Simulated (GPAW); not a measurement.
# ZrSi2P4 monolayer: work function by functional and basis, part 2 of 2

Aim: the work function of both faces of ZrSi2P4 monolayer, and its spread over functionals and bases.

GPAW 26.7.0; GPAW, PAW setups; layer in a repeated cell with vacuum, relaxation of atoms and in-plane cell (the session's first sound run).

So far, upper work function (eV): step 3 (the slab's potential, PBE, GPAW) 5.58; step 5 (revPBE) 5.50; step 6 (LDA) 5.79; step 7 (RPBE) 5.50; step 8 (GPAW, PAW setups) 5.78.

**9. Real-space grid: mode = "fd"**

Level of this step: GPAW, PAW setups; slab in vacuum (GPAW).

A real-space grid is a second complete basis, so it checks the plane-wave result.

Input file run.py:

```python
import json
import numpy as np
from ase import Atoms
from gpaw import GPAW

slab = Atoms(
    ['P', 'Si', 'P', 'Zr', 'P', 'Si', 'P'],
    positions=[
        [-0.00000, 0.00000, 9.00000],
        [-0.00000, 2.09945, 9.97579],
        [-0.00000, 2.09945, 12.22800],
        [0.00000, 0.00000, 13.77789],
        [-0.00000, 2.09945, 15.32779],
        [-0.00000, 2.09945, 17.57999],
        [0.00000, -0.00000, 18.55579]],
    cell=[[3.63636, -0.0, 0.0], [-1.81818, 3.14918, 0.0], [0.0, 0.0, 27.5558]],
    pbc=[True, True, False])

slab.calc = GPAW(mode='fd', h=0.18, xc='PBE', kpts={'size': (9, 9, 1), 'gamma': True},
                 occupations={'name': 'fermi-dirac', 'width': 0.05}, nbands='200%',
                 convergence={'density': 1e-05}, maxiter=200,
                 poissonsolver={'dipolelayer': 'xy'},
                 symmetry={'tolerance': 1e-3}, txt='slab.txt')
result = {}
energy = slab.get_potential_energy()
fermi = slab.calc.get_fermi_level()
v = slab.calc.get_electrostatic_potential().mean((0, 1)) - fermi
n = slab.calc.get_pseudo_density().mean((0, 1))
L = slab.cell[2, 2]
z = np.arange(len(v)) * L / len(v)
low, high = slab.positions[:, 2].min(), slab.positions[:, 2].max()
below, above = np.interp([low - 6.8, high + 6.8], z, v)
slopes = [np.interp(x, z, np.gradient(v, z)) for x in (low - 6.8, high + 6.8)]
eps = np.array([[slab.calc.get_eigenvalues(k, s) for k in range(len(slab.calc.get_ibz_k_points()))]
                for s in range(slab.calc.get_number_of_spins())]) - fermi
top, bottom = eps[eps < 0].max(), eps[eps > 0].min()
dipole = slab.get_dipole_moment()[2]
print(f'energy {energy:.4f} eV, Fermi level {fermi:.4f} eV, dipole {dipole:.5f} e A')
print(f'potential 6.8 A off the faces, from the Fermi level: lower {below:.4f} eV, upper {above:.4f} eV')
print(f'slope of the potential there: lower {slopes[0]:.5f}, upper {slopes[1]:.5f} eV/A')
print(f'nearest levels on the mesh: {top:.4f} and {bottom:.4f} eV')
print('magnetic moment', round(slab.get_magnetic_moment(), 3))
result.update(energy=energy, fermi=fermi, dipole=dipole, below=below, above=above, slopes=slopes, edges=[top, bottom],
              z=z.tolist(), v=v.tolist(), n=n.tolist(), positions=slab.positions.tolist(),
              forces=slab.get_forces(apply_constraint=False).tolist(), moments=slab.get_magnetic_moments().tolist())
json.dump(result, open('result.json', 'w'))
```

On the command line:

```console
OMP_NUM_THREADS=1 OPENBLAS_NUM_THREADS=1 python run.py
```

Log:

```text
energy -42.1795 eV, Fermi level -5.5831 eV, dipole -0.00027 e A
potential 6.8 A off the faces, from the Fermi level: lower 5.5810 eV, upper 5.5852 eV
slope of the potential there: lower -0.00000, upper 0.00000 eV/A
nearest levels on the mesh: -0.0222 and 0.0424 eV
magnetic moment 0.0
```

It took 3.3 min on 1 thread of Arm Neoverse V1, shared host; peak memory 0.69 GiB.

This step gave:

* dipole along the normal: -2.68e-4 e·Å
* levels nearest the Fermi level on the mesh: -0.02222, 0.04238 eV from the Fermi level
* upper work function: 5.585 eV
* lower work function: 5.581 eV

The electrostatic potential energy of an electron (without an applied field's), less the Fermi level, planar mean oscillates, so the rows of the table below give means over windows of 1.72 Å about each position, cut where the curve ends. Its maxima inside the range that stand out by 2 % of the span (Å: eV): 9.5: -10.7, 11.1: 2.26, 12.9: -4.58, 14.7: -4.58, 16.4: 2.26, 18.0: -10.7. Its minima: 9.1: -13.5, 9.9: -11.7, 12.2: -10.9, 13.8: -17.3, 15.3: -10.9, 17.7: -11.7, 18.5: -13.5.

Table of electrostatic potential energy of an electron (without an applied field's), less the Fermi level, planar mean by z; means over each step:

```tsv
z (Å)	electrostatic potential energy of an electron (without an applied field's), less the Fermi level, planar mean (eV)
0.86	5.58
2.58	5.58
4.30	5.58
6.02	5.56
7.74	3.09
9.46	-10.8
11.18	-1.26
12.90	-9.32
14.62	-9.48
16.34	-1.29
18.06	-10.9
19.78	2.85
21.50	5.56
23.22	5.59
24.94	5.59
26.66	5.59
```

The upper face's work function is 5.585 eV, against 5.585 eV in the first plane-wave PBE run at this geometry.

**10. Atomic orbitals: mode = "lcao"**

Atom-centred orbitals end a few angstrom from the surface, which tests how much the density's tail matters.

Edit run.py of step 9 so:

```diff
@@ -18,4 +18,4 @@
 
-slab.calc = GPAW(mode='fd', h=0.18, xc='PBE', kpts={'size': (9, 9, 1), 'gamma': True},
-                 occupations={'name': 'fermi-dirac', 'width': 0.05}, nbands='200%',
+slab.calc = GPAW(mode='lcao', basis='dzp', h=0.18, xc='PBE', kpts={'size': (9, 9, 1), 'gamma': True},
+                 occupations={'name': 'fermi-dirac', 'width': 0.05}, nbands='120%',
                  convergence={'density': 1e-05}, maxiter=200,
```

Log:

```text
energy -41.0718 eV, Fermi level -5.3590 eV, dipole -0.00027 e A
potential 6.8 A off the faces, from the Fermi level: lower 5.3569 eV, upper 5.3611 eV
slope of the potential there: lower 0.00000, upper 0.00000 eV/A
nearest levels on the mesh: -0.0089 and 0.0345 eV
magnetic moment 0.0
```

The job ended after 1.9 min (1 thread; peak memory 0.33 GiB).

Numbers from this step:

| Item | Value |
| --- | --- |
| levels nearest the Fermi level on the mesh | -0.008860, 0.03453 eV from the Fermi level |
| upper work function | 5.361 eV |
| lower work function | 5.357 eV |

The electrostatic potential energy of an electron (without an applied field's), less the Fermi level, planar mean oscillates, so the rows of the table below give means over windows of 1.72 Å about each position, cut where the curve ends. Its maxima inside the range that stand out by 2 % of the span (Å: eV): 9.5: -10.8, 11.1: 2.23, 12.9: -4.64, 14.7: -4.64, 16.4: 2.23, 18.0: -10.8. Its minima: 9.1: -13.6, 9.9: -11.8, 12.2: -10.9, 13.8: -17.4, 15.3: -10.9, 17.7: -11.8, 18.5: -13.6.

Electrostatic potential energy of an electron (without an applied field's), less the Fermi level, planar mean against z; means over each step:

```tsv
z (Å)	electrostatic potential energy of an electron (without an applied field's), less the Fermi level, planar mean (eV)
0.86	5.36
2.58	5.36
4.30	5.36
6.02	5.35
7.74	3.01
9.46	-10.9
11.18	-1.27
12.90	-9.36
14.62	-9.53
16.34	-1.30
18.06	-11.0
19.78	2.78
21.50	5.36
23.22	5.36
24.94	5.36
26.66	5.36
```

The upper face's work function is 5.361 eV, against 5.585 eV in the first plane-wave PBE run at this geometry.

**11. The ladder**

Times are for 1 thread of Arm Neoverse V1, shared host. Results by setting:

```tsv
no.	run	upper work function (eV)	lower work function (eV)	time	memory (GiB)
1	pw	5.585	5.580	77 s	0.26
2	vdW DF2	5.895	5.891	87 s	0.47
3	revPBE	5.499	5.495	78 s	0.26
4	LDA	5.792	5.788	75 s	0.26
5	RPBE	5.502	5.498	79 s	0.26
6	optPBE vdW	5.783	5.779	90 s	0.47
7	fd	5.585	5.581	3.3 min	0.69
8	lcao	5.361	5.357	1.9 min	0.33
```

**12. Side by side**

Results and costs are gathered.

This step: comparison of work functions, dipole and cost (GPAW 26.7.0).

Ladder, by row:

```tsv
step	code	work function, upper (eV)	work function, lower (eV)	dipole (e Å)	wall time (s)	peak memory (GiB)	threads
pw	GPAW	5.585	5.58	-2.63e-4	76.98	0.26	1
vdW-DF2	GPAW	5.895	5.891	-2.64e-4	87.41	0.47	1
revPBE	GPAW	5.499	5.495	-2.63e-4	77.84	0.26	1
LDA	GPAW	5.792	5.788	-2.64e-4	74.75	0.26	1
RPBE	GPAW	5.502	5.498	-2.63e-4	78.52	0.26	1
optPBE-vdW	GPAW	5.783	5.779	-2.63e-4	89.97	0.47	1
fd	GPAW	5.585	5.581	-2.68e-4	196.1	0.69	1
lcao	GPAW	5.361	5.357	-2.68e-4	114	0.33	1
```

**13. Summary of results**

```yaml
work_function_both_faces: 5.58 eV
dipole_along_the_normal: -2.6e-4 e Å
```

With plane waves and PBE the work function is 5.58 eV on the upper face and 5.58 eV on the lower. Over the sound runs of the table the upper face's work function spans 5.361 (lcao) to 5.895 eV (vdW-DF2). Atomic orbitals miss the plane-wave value by -0.22 eV, since they describe the tail of the density in the vacuum poorly. The starting lattice was a guess from atomic radii; the relaxation moved it by 4 %. The small printed dipole stands for a step of 4.2 meV from the lower to the upper face, and the probes find 4.2 meV; values this small are near the numerical noise of both. The layer's cell and atoms come from the relaxation; spin-orbit coupling and temperature are left out.

[Logs are printed without paths, hosts, clocks, repeated set-up lines and the standing remarks that a program may print on its own settings, such as how far it seeks lower states.]

[Hosts, paths, dates, database ids (printed as entryN), source tags and the programs' standing remarks are cut or masked in the printed files.]
